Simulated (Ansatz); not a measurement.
# Ba2H3F (built on the sites of a database entry of Ba2H3I): phonons and vibrational spectra

Aim: the vibrations of Ba2H3F (built on the sites of a database entry of Ba2H3I), their spectra, and whether the structure is stable.

Program: Ansatz 0.2.0. Level of theory: DFT PBEsol, scalar-relativistic, plane waves, PAW. Results are calculated unless marked as measured.

The structure was built from a prototype and need not be the compound's stable phase.

**1. The starting structure**

The structure is trigonal, space group P-3m1 (No. 164). Conventional cell: a = 4.397 Å, b = 4.397 Å, c = 7.870 Å, α = 90.00°, β = 90.00°, γ = 120.00°. Nearest to Ba lie 7 H at 2.56 to 2.93 Å and 3 F at 3.55 Å. H has 4 Ba at 2.56 to 2.59 Å nearest. Nearest to H lie 6 H at 2.78 Å and 6 Ba at 2.93 Å. Nearest to F lie 6 Ba at 3.55 Å. Farther neighbours and most contacts between anions are not listed.

**2. Coarse relaxation**

The start is far from rest, so a relaxation with loose tolerances brings it close first.

File input.yaml:

```yaml
crystal:
  lattice:
    - [4.39709, 0.0, 0.0]
    - [-2.19855, 3.80799, 0.0]
    - [0.0, 0.0, 7.8702]
  atoms:
    - { symbol: Ba, position: [0.66666667, 0.33333333, 0.68471938] }
    - { symbol: Ba, position: [0.33333333, 0.66666667, 0.31528062] }
    - { symbol: H, position: [0.66666667, 0.33333333, 0.35610052] }
    - { symbol: H, position: [0.33333333, 0.66666667, 0.64389948] }
    - { symbol: H, position: [0.0, 0.0, 0.5] }
    - { symbol: F, position: [0.0, 0.0, 0.0] }
kpoints:
  mp_grid: { grid: [6, 6, 4] }
hamiltonian:
  xc: pbesol
scf:
  occupations: { method: gaussian, width: 0.1 }
output:
  forces: true
  stress: true
  eigenvalues: true
relax:
  adjacent_minimum: "off"
  f_tol: 0.05
  max_steps: 80
  cell: { stress_tol: 0.5 }
```

Run with:

```
> ansatz run input.yaml --threads 8 --pin off --max-ram 14336MiB --backend cpu --events-out ev --progress --plain --runs-dir out
```

Numbers of over 12 decimals in the logs are rounded to 6 here.

The program printed:

```text
The last accepted step is kept in <dir> (removed where the run ends without a failure and the disk answers)
Engine: ansatz 0.2.0, aarch64-unknown-linux-gnu
Pseudopotentials: kind: paw
Pseudopotential: Ba, paw, valence charge 10, recommended cutoff 420 eV (normal), Ba.paw.azcp
Pseudopotential: H, paw, valence charge 1, recommended cutoff 420 eV (normal), H.paw.azcp
[...]
cell:  # Å, volume = 95.8830 Å³
    - [4.295254, 2.819895420289961e-6, 0]
    - [-2.147630, 3.719798, 0]
    - [0, 0, 6.001133]
  atoms:
    - { symbol: Ba, position: [0.666667, 0.333333, 0.749031] }
    - { symbol: Ba, position: [0.333333, 0.666667, 0.250969] }
    - { symbol: H, position: [0.666667, 0.333333, 0.294325] }
    - { symbol: H, position: [0.333333, 0.666667, 0.705675] }
    - { symbol: H, position: [0, 0, 0.5] }
    - { symbol: F, position: [0, 0, -9.551390133117538e-19] }
[key lines of the parts left out:]
SCF converged after 5 iterations
Free energy (F): -12577.753835 eV
Fermi energy:    8.634392 eV
P = ⅓ Tr σ = -0.1483 GPa (-1.483 kbar)
```

Run time: 7.5 s. Hardware: 8 threads of Arm Neoverse V2, shared host; peak memory 0.53 GiB; 50 s of CPU time.

The steps of the relaxation:

```tsv
step	energy less that of the first step (eV)	largest force component (eV/Å)	pressure (GPa)	volume (Å³)
1	0.0000	1.1776	-3.18	131.78
2	-0.4219	0.1607	-4.31	125.88
3	-0.7520	0.0600	-3.56	116.07
4	-0.9871	0.0726	-1.76	106.37
5	-1.0964	0.1054	-0.06	99.56
6	-1.1424	0.1108	0.30	96.70
7	-1.1558	0.0341	-0.01	96.97
8	-1.1620	0.0306	-0.04	96.00
9	-1.1600	0.1316	0.05	95.65
10	-1.1626	0.0049	0.00	95.88
11*	-1.1539	0.0052	-0.15	95.88
```

Relaxation steps marked * repeat the geometry before them on a plane-wave basis chosen anew for their cell, so energy and pressure can jump there. Relaxation step 9 was tried and not accepted.

Forces are held to the 12 operations that the run works with; a distortion that breaks them can't arise in this run.

```tsv
cell as run	before	after	change
a (Å)	4.397	4.295	-2.3 %
b (Å)	4.397	4.295	-2.3 %
c (Å)	7.870	6.001	-23.7 %
volume (Å³/atom)	21.96	15.98	-27.2 %
```

The atoms that moved most (Å, as changes of fractional coordinates times the final cell):

```tsv
atom	dx	dy	dz	length
Ba1	0.000	0.000	0.386	0.386
Ba2	0.000	0.000	-0.386	0.386
H4	0.000	0.000	0.371	0.371
H3	0.000	0.000	-0.371	0.371
```

The relaxed structure:

```cif
data_structure
_symmetry_space_group_name_H-M 'P 1'
_symmetry_Int_Tables_number 1
_cell_length_a 4.2953
_cell_length_b 4.2953
_cell_length_c 6.0011
_cell_angle_alpha 90.000
_cell_angle_beta 90.000
_cell_angle_gamma 120.000
_cell_volume 95.88
loop_
_atom_site_label
_atom_site_type_symbol
_atom_site_fract_x
_atom_site_fract_y
_atom_site_fract_z
_atom_site_occupancy
Ba1 Ba 0.66667 0.33333 0.74903 1
Ba2 Ba 0.33333 0.66667 0.25097 1
H3 H 0.66667 0.33333 0.29432 1
H4 H 0.33333 0.66667 0.70568 1
H5 H 0.00000 0.00000 0.50000 1
F6 F 0.00000 0.00000 0.00000 1
```

This step gave:

```yaml
pressure: -0.1483 GPa
gap_on_the_k_mesh: 1.803 eV
volume_per_atom: 15.98 Å³
direct_gap_on_mesh: 2.790 eV
```

In this step the volume went from 21.96 to 15.98 Å³/atom.

**3. Bringing the structure to rest**

Harmonic phonons are second derivatives at a point where the forces vanish, and they are wanted at zero stress, so atoms and cell are relaxed first.

File input.yaml:

```yaml
crystal:
  lattice:
    - [4.2952543512, 2.8199e-06, 0.0]
    - [-2.1476296177, 3.7197979739, 0.0]
    - [0.0, 0.0, 6.0011327059]
  atoms:
    - { symbol: Ba, position: [0.6666666667, 0.3333333333, 0.7490308355] }
    - { symbol: Ba, position: [0.3333333333, 0.6666666667, 0.2509691645] }
    - { symbol: H, position: [0.6666666667, 0.3333333333, 0.2943246519] }
    - { symbol: H, position: [0.3333333333, 0.6666666667, 0.7056753481] }
    - { symbol: H, position: [0.0, 0.0, 0.5] }
    - { symbol: F, position: [0.0, 0.0, 0.0] }
kpoints:
  mp_grid: { grid: [6, 6, 4] }
hamiltonian:
  xc: pbesol
scf:
  occupations: { method: gaussian, width: 0.02 }
output:
  forces: true
  stress: true
  eigenvalues: true
  write_density: true
  write_potential: true
  elf: true
  volumetric_format: npy
relax:
  adjacent_minimum: "off"
  f_tol: 0.005
  max_steps: 80
  cell: { stress_tol: 0.05 }
```

The program printed:

```text
[...]
Crystal: 6 atoms, lattice volume = 95.883 Å³
Basis set: ecut = 420 eV, 1887 PW (Γ), exchange–correlation on 60×60×90 points (8 copies of the dense FFT grid, shifted against one another)
Bands: 21, of which v1, the nominal top of the filled ones, is band 15 counted from 1 (14 counted from 0)
Symmetry: 12 space group operations
[...]
k-points: 24 of 144
[...]
SCF iter   1: F=—  HF=-12577.771215 eV  |F-HF|=—  |Δ(HF+E_count)|=         —  Δρ=9.28e-3  dr2=6.04e-2  ethr=1.77e-3  ⟨swp⟩=8.8  Hψ=3160  notcnv=0
[...]
SCF iter   7: F=-12577.753835 eV  HF=-12577.753835 eV  |F-HF|=1.96e-9  |Δ(HF+E_count)|=   5.94e-8  Δρ=2.36e-6  dr2=4.42e-9  ethr=3.33e-10  ⟨swp⟩=13.2  Hψ=4048  notcnv=0
SCF 1 converged in 7 iterations: F = -12577.753835 eV  dr2 = 4.42e-9
[...]
relax step   1: F+E_penalty+E_count = -12577.75383521 eV  Δ(F+E_penalty+E_count) = +0.000e0 eV  max|allowed force component| = 5.190e-3 eV/Å  Δτ_max = 0.0000 Å  P = -0.148 GPa  Ω = 95.883 Å³  (7 SCF iters, dr2 threshold 1.00e-7 eV, accepted)
Crystal: 6 atoms, lattice volume = 95.253 Å³
Basis set: ecut = 420 eV, 1863 PW (Γ), exchange–correlation on 60×60×90 points (8 copies of the dense FFT grid, shifted against one another)
[...]
SCF iter   6: F=-12577.754606 eV  HF=-12577.754606 eV  |F-HF|=9.57e-10  |Δ(HF+E_count)|=   2.23e-8  Δρ=1.21e-6  dr2=1.36e-9  ethr=1.76e-10  ⟨swp⟩=6.0  Hψ=3128  notcnv=0
SCF 2 converged in 6 iterations: F = -12577.754606 eV  dr2 = 1.36e-9
relax step   2: F+E_penalty+E_count = -12577.75460589 eV  Δ(F+E_penalty+E_count) = -7.707e-4 eV  max|allowed force component| = 1.766e-2 eV/Å  Δτ_max = 0.0058 Å  P = +0.141 GPa  Ω = 95.253 Å³  energy of the carried Pulay correction = +7.654e-4 eV  (6 SCF iters, dr2 threshold 5.98e-8 eV, accepted)
Crystal: 6 atoms, lattice volume = 95.450 Å³
[...]
SCF iter   5: F=-12577.754525 eV  HF=-12577.754525 eV  |F-HF|=4.73e-9  |Δ(HF+E_count)|=   4.77e-8  Δρ=3.26e-6  dr2=6.66e-9  ethr=3.36e-10  ⟨swp⟩=9.8  Hψ=3756  notcnv=0
SCF 3 converged in 5 iterations: F = -12577.754525 eV  dr2 = 6.66e-9
relax step   3: F+E_penalty+E_count = -12577.75452524 eV  Δ(F+E_penalty+E_count) = +8.066e-5 eV  max|allowed force component| = 1.908e-2 eV/Å  Δτ_max = 0.0049 Å  P = +0.045 GPa  Ω = 95.450 Å³  energy of the carried Pulay correction = +5.259e-4 eV  (5 SCF iters, dr2 threshold 1.01e-7 eV, accepted)
[...]
relax step   4: F+E_penalty+E_count = -12577.75455185 eV  Δ(F+E_penalty+E_count) = -2.662e-5 eV  max|allowed force component| = 1.787e-3 eV/Å  Δτ_max = 0.0027 Å  P = +0.009 GPa  Ω = 95.483 Å³  energy of the carried Pulay correction = +4.855e-4 eV  (5 SCF iters, dr2 threshold 2.27e-8 eV, accepted)
Basis set: ecut = 420 eV, 1885 PW (Γ), exchange–correlation on 60×60×80 points (8 copies of the dense FFT grid, shifted against one another)
[...]
SCF iter   1: F=—  HF=-12577.754057 eV  |F-HF|=—  |Δ(HF+E_count)|=         —  Δρ=2.17e-5  dr2=7.07e-8  ethr=1.78e-6  ⟨swp⟩=2.3  Hψ=4256  notcnv=0
eigensolver tolerance schedule: the retry pair's looser diagonalisation over-reported the residual by 7566.40 of it (diagonalisation noise at an unbounded share of the residual, at the tolerance the schedule requests for it); recorded, not acted on — ethr = c·dr2/N_el stays at c = 1.0e-1
[...]
SCF iter   2: F=—  HF=-12577.754106 eV  |F-HF|=—  |Δ(HF+E_count)|=   4.84e-5  Δρ=1.00e-5  dr2=1.76e-8  ethr=2.36e-10  ⟨swp⟩=3.0  Hψ=1153  notcnv=0
[...]
SCF iter   5: F=-12577.754106 eV  HF=-12577.754106 eV  |F-HF|=1.82e-11  |Δ(HF+E_count)|=  5.82e-11  Δρ=2.28e-7  dr2=4.51e-11  ethr=1.00e-12  ⟨swp⟩=6.1  Hψ=2393  notcnv=0
SCF 5 converged in 5 iterations: F = -12577.754106 eV  dr2 = 4.51e-11
relax step   5: F+E_penalty+E_count = -12577.75410554 eV  Δ(F+E_penalty+E_count) = +4.463e-4 eV  max|allowed force component| = 1.754e-3 eV/Å  Δτ_max = 0.0000 Å  P = +0.001 GPa  Ω = 95.483 Å³  stress off target by 2.18e-3 GPa  SCF on the basis re-selected at this cell (its energy is not comparable with the rows above)  (5 SCF iters)
[...]
SCF converged after 5 iterations
Free energy (F): -12577.754106 eV
[...]
Internal energy: -12577.754106 eV  (E = F + TS)
E sigma→0 (E₀):  -12577.754106 eV
Fermi energy:    8.677012 eV
[...]
--- Forces (eV/Å), atoms counted from 1 ---
  atom   1  Ba    -0.00000000     0.00000000     0.00161549
  atom   2  Ba     0.00000000    -0.00000000    -0.00161549
  atom   3  H      0.00000000    -0.00000000    -0.00175438
  atom   4  H     -0.00000000     0.00000000     0.00175438
  atom   5  H      0.00000000     0.00000000     0.00000000
  atom   6  F      0.00000000    -0.00000000     0.00000000
  max |Σ_I F_I| component: 9.25e-18 eV/Å
--- Stress (GPa, compression-positive) ---
        0.002180       0.000000       0.000000
        0.000000       0.002180       0.000000
        0.000000       0.000000      -0.002035
  P = ⅓ Tr σ = 0.0008 GPa (0.008 kbar)
--- Band table (eV; the first three rows and the last of 24) ---
  k-point 0: bands = [... 11 lower, 2.8432, 3.9457, 5.0736, 7.7735, 11.1501, 11.1501, 11.4706, 11.4706, ... 2 higher]
  k-point 1: bands = [... 11 lower, 2.8298, 4.3858, 5.1610, 7.7018, 10.5980, 10.5980, 11.4597, 11.5218, ... 2 higher]
  k-point 2: bands = [... 11 lower, 2.8163, 5.0369, 5.0615, 7.5550, 10.3527, 10.3527, 11.3244, 11.5696, ... 2 higher]
  k-point 23: bands = [... 11 lower, 3.1799, 6.0075, 6.1859, 6.1859, 9.8970, 9.8970, 11.9627, 12.4525, ... 2 higher]
--- Relaxed structure (4 steps of the walk, 4 accepted, 1 SCFs on fresh bases) ---
[...]
cell:  # Å, volume = 95.4829 Å³
    - [4.292874, 2.81833413523112e-6, -1.4960312152037352e-18]
    - [-2.146439, 3.717736, 9.973538914451358e-19]
    - [-2.0901865768254498e-18, 4.0225476461186275e-19, 5.982720]
  atoms:
    - { symbol: Ba, position: [0.666667, 0.333333, 0.749518] }
    - { symbol: Ba, position: [0.333333, 0.666667, 0.250482] }
    - { symbol: H, position: [0.666667, 0.333333, 0.292923] }
    - { symbol: H, position: [0.333333, 0.666667, 0.707077] }
    - { symbol: H, position: [0, 0, 0.5] }
    - { symbol: F, position: [0, 0, 0] }
```

Run time: 2.7 s. Hardware: 8 threads; peak memory 0.48 GiB.

Step by step:

```tsv
step	energy less that of the first step (eV)	largest force component (eV/Å)	pressure (GPa)	volume (Å³)
1	0.0000	0.0052	-0.15	95.88
2	-0.0008	0.0177	0.14	95.25
3	-0.0007	0.0191	0.05	95.45
4	-0.0007	0.0018	0.01	95.48
5*	-0.0003	0.0018	0.00	95.48
```

Relaxation steps marked * repeat the geometry before them on a plane-wave basis chosen anew for their cell, so energy and pressure can jump there.

The run keeps the 12 symmetry operations that it works with, so distortions that break them were not tested.

```tsv
conventional cell, symmetrised	before	after	change
a (Å)	4.295	4.293	-0.1 %
b (Å)	4.295	4.293	-0.1 %
c (Å)	6.001	5.983	-0.3 %
volume (Å³/atom)	15.98	15.91	-0.4 %
```

Final coordinates:

```cif
data_structure
_symmetry_space_group_name_H-M 'P 1'
_symmetry_Int_Tables_number 1
_cell_length_a 4.2929
_cell_length_b 4.2929
_cell_length_c 5.9827
_cell_angle_alpha 90.000
_cell_angle_beta 90.000
_cell_angle_gamma 120.000
_cell_volume 95.48
loop_
_atom_site_label
_atom_site_type_symbol
_atom_site_fract_x
_atom_site_fract_y
_atom_site_fract_z
_atom_site_occupancy
Ba1 Ba 0.66667 0.33333 0.74952 1
Ba2 Ba 0.33333 0.66667 0.25048 1
H3 H 0.66667 0.33333 0.29292 1
H4 H 0.33333 0.66667 0.70708 1
H5 H 0.00000 0.00000 0.50000 1
F6 F 0.00000 0.00000 0.00000 1
```

Numbers from this step:

```yaml
pressure: 7.75e-4 GPa
gap_on_the_k_mesh: 1.807 eV
volume_per_atom: 15.91 Å³
direct_gap_on_mesh: 2.798 eV
```

Valence density in the ac plane at fractional y = 0.000, with atoms of H and F within 0.2 Å of it. It is the smooth field of the valence electrons, not physical close to the nuclei.

Ten steps, logarithmic in the rise over the least value, from '0' (0 e/Å³) to '9' (12 e/Å³), each cell a mean:
```
98420000001368
65310000000246
32100111100022
10000122210000
00001122210000
00000122210000
11000111100001
32100000000112
43210000000124
53210000000124
32100000000123
11100011100011
00000122110000
00000122210000
00000122210000
21100111110012
54210011000134
87420000001257
98520000001369
```
Columns run along a (4.3 Å), rows up along c (6.0 Å). Atoms in or near the plane, at fractional coordinates: H at (0.00, 0.50), F at (0.00, 0.00).

ELF in the ac plane at fractional y = 0.000, with atoms of H and F within 0.2 Å of it. It is the smooth field of the valence electrons, not physical close to the nuclei.

Values in units of 1e-1, 19 rows by 14 columns, each cell a mean:
```
 6.7  7.7  7.6  4.5  1.0  0.3  0.3  0.3  0.3  0.4  2.0  5.9  7.9  7.4
 8.0  7.8  6.1  2.5  0.5  0.6  1.0  1.2  0.8  0.4  0.9  3.8  7.1  7.9
 6.2  5.3  2.8  0.7  0.5  1.4  2.5  2.8  2.2  1.0  0.5  1.2  3.9  5.8
 2.0  1.5  0.6  0.4  0.9  2.4  3.6  4.0  3.3  1.8  0.6  0.3  0.9  1.7
 0.4  0.4  0.3  0.4  1.1  2.7  3.9  4.2  3.6  2.1  0.8  0.3  0.3  0.4
 3.2  2.4  1.0  0.6  0.9  2.0  3.0  3.3  2.7  1.6  0.7  0.6  1.5  2.7
 8.8  7.6  3.9  1.1  0.7  1.2  1.7  1.9  1.6  1.0  0.7  1.7  5.6  8.2
 9.9  9.8  8.3  3.5  0.8  0.6  0.7  0.7  0.6  0.6  1.4  5.2  9.3  9.9
10.0 10.0  9.6  6.0  1.5  0.4  0.3  0.3  0.3  0.6  2.7  7.9  9.9 10.0
10.0 10.0  9.7  6.6  1.7  0.4  0.2  0.2  0.3  0.6  3.2  8.3  9.9 10.0
10.0  9.9  8.9  4.4  1.0  0.5  0.5  0.5  0.5  0.6  1.8  6.3  9.6 10.0
 9.8  9.2  5.9  1.8  0.7  0.9  1.2  1.3  1.1  0.7  0.9  2.9  7.6  9.6
 5.2  4.0  1.6  0.7  0.8  1.8  2.6  2.9  2.4  1.4  0.7  0.8  2.5  4.5
 0.9  0.7  0.4  0.4  1.1  2.5  3.6  4.0  3.3  1.9  0.8  0.4  0.5  0.8
 1.0  0.7  0.3  0.4  1.0  2.7  3.9  4.2  3.5  1.9  0.7  0.3  0.5  0.8
 4.7  3.8  1.7  0.5  0.6  1.8  3.0  3.3  2.7  1.3  0.5  0.7  2.6  4.2
 7.8  7.3  5.0  1.7  0.4  0.8  1.5  1.8  1.3  0.6  0.6  2.7  6.2  7.5
 7.3  7.9  7.3  3.9  0.8  0.3  0.4  0.5  0.4  0.4  1.6  5.4  7.8  7.8
 5.1  7.2  7.8  5.1  1.4  0.3  0.2  0.2  0.2  0.4  2.5  6.5  7.9  6.6
```
Columns run along a (4.3 Å), rows up along c (6.0 Å). Atoms in or near the plane, at fractional coordinates: H at (0.00, 0.50), F at (0.00, 0.00).

Electrostatic potential energy in the ac plane at fractional y = 0.000, with atoms of H and F within 0.2 Å of it. With pseudopotentials it is smooth inside the atoms' cores, unlike the true potential.

Values in eV, 19 rows by 14 columns, each cell a mean:
```
-30 -26   1  10  10   9   8   7   8   9  10  10 -11 -29
-15  -5   9  10   9   8   7   6   7   8  10  10   5 -10
 11  11  11  10   8   6   5   4   5   7   9  10  11  11
 12  12  11   9   7   5   3   2   4   6   8  10  11  12
 12  12  11   9   7   4   2   1   3   6   8  10  11  12
 12  12  11  10   8   5   4   3   4   6   8  10  11  12
 11  12  11  10   9   7   6   5   6   8   9  11  11  11
  5   9  11  11  10   8   8   7   8   9  10  11  11   8
-21  -2  10  11  10   9   9   8   9  10  11  11   8 -10
-28  -7  10  11  11   9   9   9   9  10  11  11   7 -17
 -2   6  11  11  10   9   8   8   8   9  10  11  10   3
 11  11  11  11   9   8   6   6   7   8  10  11  11  11
 12  12  11  10   8   6   4   4   5   7   9  10  11  12
 12  12  11   9   7   5   3   2   3   6   8  10  11  12
 12  12  11   9   7   5   2   2   3   6   8  10  11  12
 11  11  11  10   8   6   4   4   5   7   9  10  11  11
 -2   5  11  10   9   7   6   6   6   8   9  10  10   2
-28 -21   4  10  10   8   7   7   8   9  10  10  -6 -25
-30 -28  -4  10  10   9   8   8   8   9  10   9 -17 -30
```
Columns run along a (4.3 Å; values clipped at the 3rd and 97th percentile), rows up along c (6.0 Å). Atoms in or near the plane, at fractional coordinates: H at (0.00, 0.50), F at (0.00, 0.00).

In this step the volume went from 15.98 to 15.91 Å³/atom.

**4. Relaxing to small forces for the phonons**

Phonons need a cell at rest on their own settings, so the relaxation is repeated with tight tolerances on forces and stress, using the mesh and the filling of the phonon run that follows.

File input.yaml:

```yaml
crystal:
  lattice:
    - [4.2928736619, 2.8183e-06, 0.0]
    - [-2.1464392717, 3.7177362372, 0.0]
    - [0.0, 0.0, 5.9827196643]
  atoms:
    - { symbol: Ba, position: [0.6666666667, 0.3333333333, 0.7495177497] }
    - { symbol: Ba, position: [0.3333333333, 0.6666666667, 0.2504822503] }
    - { symbol: H, position: [0.6666666667, 0.3333333333, 0.2929228908] }
    - { symbol: H, position: [0.3333333333, 0.6666666667, 0.7070771092] }
    - { symbol: H, position: [0.0, 0.0, 0.5] }
    - { symbol: F, position: [0.0, 0.0, 0.0] }
kpoints:
  mp_grid: { grid: [6, 6, 4] }
hamiltonian:
  xc: pbesol
scf:
  occupations: { method: fixed }
output:
  forces: true
  stress: true
  eigenvalues: true
relax:
  adjacent_minimum: "off"
  f_tol: 0.001
  max_steps: 60
  cell: { stress_tol: 0.01 }
```

The program printed:

```text
[...]
Crystal: 6 atoms, lattice volume = 95.483 Å³
Basis set: ecut = 420 eV, 1885 PW (Γ), exchange–correlation on 60×60×80 points (8 copies of the dense FFT grid, shifted against one another)
Bands: 21, of which v1, the nominal top of the filled ones, is band 15 counted from 1 (14 counted from 0)
Symmetry: 12 space group operations
[...]
k-points: 24 of 144
[...]
cell:  # Å, volume = 95.4573 Å³
    - [4.293592, 2.8187891469812705e-6, 0]
    - [-2.146798, 3.718358, 0]
    - [0, -1.667846783093369e-19, 5.979117]
  atoms:
    - { symbol: Ba, position: [0.666667, 0.333333, 0.749698] }
    - { symbol: Ba, position: [0.333333, 0.666667, 0.250302] }
    - { symbol: H, position: [0.666667, 0.333333, 0.292090] }
    - { symbol: H, position: [0.333333, 0.666667, 0.707910] }
    - { symbol: H, position: [0, 0, 0.5] }
    - { symbol: F, position: [0, 0, 0] }
[key lines of the parts left out:]
SCF converged after 6 iterations
Free energy (F): -12577.754079 eV
Fermi energy:    7.771586 eV
P = ⅓ Tr σ = 0.0016 GPa (0.016 kbar)
```

Elapsed: 2 s, on 8 threads; peak memory 0.46 GiB; 12 s of CPU time.

Little changed from the start: no atom moved by 0.005 Å and no cell edge by 0.1 %.

Numbers from this step:

| Quantity | Value |
| --- | --- |
| pressure | 0.001596 GPa |
| gap on the k-mesh | 1.810 eV |
| direct gap on mesh | 2.804 eV |

The largest force component left is 0.65 meV/Å and the pressure is 0.002 GPa, within the tolerances set. The cell now holds 15.91 Å³/atom.

(Continued in part 2 of 3.)

[Logs are printed without paths, hosts, clocks, repeated set-up lines and the standing remarks that a program may print on its own settings, such as how far it seeks lower states.]

[Hosts, paths, dates, database ids (printed as entryN), source tags and the programs' standing remarks are cut or masked in the printed files.]
